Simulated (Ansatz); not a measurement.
## bond stretched by 0.8 Å, between Ag atomic chains under bias

Wanted: I(V), the voltage drop and T(E, V).

Main program and level: Ansatz 0.2.0; DFT PBE, plane waves, PAW; current against voltage, self-consistent under bias.

### Step 1. Starting point

The cell holds 32 atoms: 32 Ag. Cell: a = 6.000 Å, b = 6.000 Å, c = 97.260 Å, α = 90.0°, β = 90.0°, γ = 90.0°. Electrodes: Ag atomic chain; the apex atoms were set 3.460 Å apart. Regions: lower lead, 16 atoms (16 Ag); upper lead, 16 atoms (16 Ag). Vacuum lies along a, b and c.

### Step 2. Current against voltage

Vacuum beyond both ends lets the two leads hold different Fermi levels, and the density is solved anew at each bias. Each lead has 16 atoms, since a wire screens slowly.

input.yaml reads:

```yaml
crystal:
  lattice:
    - [6.0, 0.0, 0.0]
    - [0.0, 6.0, 0.0]
    - [0.0, 0.0, 97.26]
  atoms:
    - { symbol: Ag, position: [0.5, 0.5, 0.0] }
    - { symbol: Ag, position: [0.5, 0.5, 0.027349373] }
    - { symbol: Ag, position: [0.5, 0.5, 0.054698746] }
    - { symbol: Ag, position: [0.5, 0.5, 0.082048118] }
    - { symbol: Ag, position: [0.5, 0.5, 0.109397491] }
    - { symbol: Ag, position: [0.5, 0.5, 0.136746864] }
    - { symbol: Ag, position: [0.5, 0.5, 0.164096237] }
    - { symbol: Ag, position: [0.5, 0.5, 0.19144561] }
    - { symbol: Ag, position: [0.5, 0.5, 0.218794983] }
    - { symbol: Ag, position: [0.5, 0.5, 0.246144355] }
    - { symbol: Ag, position: [0.5, 0.5, 0.273493728] }
    - { symbol: Ag, position: [0.5, 0.5, 0.300843101] }
    - { symbol: Ag, position: [0.5, 0.5, 0.328192474] }
    - { symbol: Ag, position: [0.5, 0.5, 0.355541847] }
    - { symbol: Ag, position: [0.5, 0.5, 0.382891219] }
    - { symbol: Ag, position: [0.5, 0.5, 0.410240592] }
    - { symbol: Ag, position: [0.5, 0.5, 0.44581534] }
    - { symbol: Ag, position: [0.5, 0.5, 0.473164713] }
    - { symbol: Ag, position: [0.5, 0.5, 0.500514086] }
    - { symbol: Ag, position: [0.5, 0.5, 0.527863459] }
    - { symbol: Ag, position: [0.5, 0.5, 0.555212832] }
    - { symbol: Ag, position: [0.5, 0.5, 0.582562204] }
    - { symbol: Ag, position: [0.5, 0.5, 0.609911577] }
    - { symbol: Ag, position: [0.5, 0.5, 0.63726095] }
    - { symbol: Ag, position: [0.5, 0.5, 0.664610323] }
    - { symbol: Ag, position: [0.5, 0.5, 0.691959696] }
    - { symbol: Ag, position: [0.5, 0.5, 0.719309068] }
    - { symbol: Ag, position: [0.5, 0.5, 0.746658441] }
    - { symbol: Ag, position: [0.5, 0.5, 0.774007814] }
    - { symbol: Ag, position: [0.5, 0.5, 0.801357187] }
    - { symbol: Ag, position: [0.5, 0.5, 0.82870656] }
    - { symbol: Ag, position: [0.5, 0.5, 0.856055933] }
kpoints:
  mp_grid: { grid: [1, 1, 1] }
scf:
  occupations: { method: fermi_dirac, width: 0.1 }
hamiltonian:
  xc: pbe
output:
  current_voltage:
    leads: [[9, 10], [21, 22]]
    bias: [0.3, 0.6, 1.0, 1.5]
    electrode_ends: [15, 16]
    kmesh: [1, 1]
  write_potential: true
  write_density: true
  volumetric_format: npy
basis:
  ecutwfc: "340 eV"
```

Started as:

```console
> ansatz run input.yaml --threads 8 --pin off --max-ram 16384MiB --backend cpu --events-out ev --progress --plain --runs-dir out
```

Before running: what should come out for the conductance at zero bias?

The junction conducts 0.838 G₀ at zero bias and carries 92.1 μA at 1.50 V. At 1.50 V the current is 0.95 times what the zero-bias conductance would give; over all biases of the sweep that ratio lies between 0.95 and 0.99, so the junction is nearly ohmic. Of the 1.50 V, 0.30 V drops at the junction and the rest at the reservoirs. The leads' misfit reaches 74 meV, above the few hundredths of an eV that the manual allows, so the currents are rough.

```
conductance at zero bias : 0.838 G₀
current at +0.3 V        : 19.3 μA
current at +0.6 V        : 37.7 μA
current at +1 V          : 61.8 μA
current at +1.5 V        : 92.1 μA
```

A wire screens slowly, so the current depends on the leads' length and the box width; neither was converged here. Transport is coherent and elastic here: the atoms are frozen, so scattering by vibrations plays no part. A cutoff under the files' recommended one was taken to save time; its effect on T(E) was not tested here.

[Logs are printed without paths, hosts, clocks, repeated set-up lines and the standing remarks that a program may print on its own settings, such as how far it seeks lower states.]

[Hosts, paths, dates, database ids (printed as entryN), source tags and the programs' standing remarks are cut or masked in the printed files.]
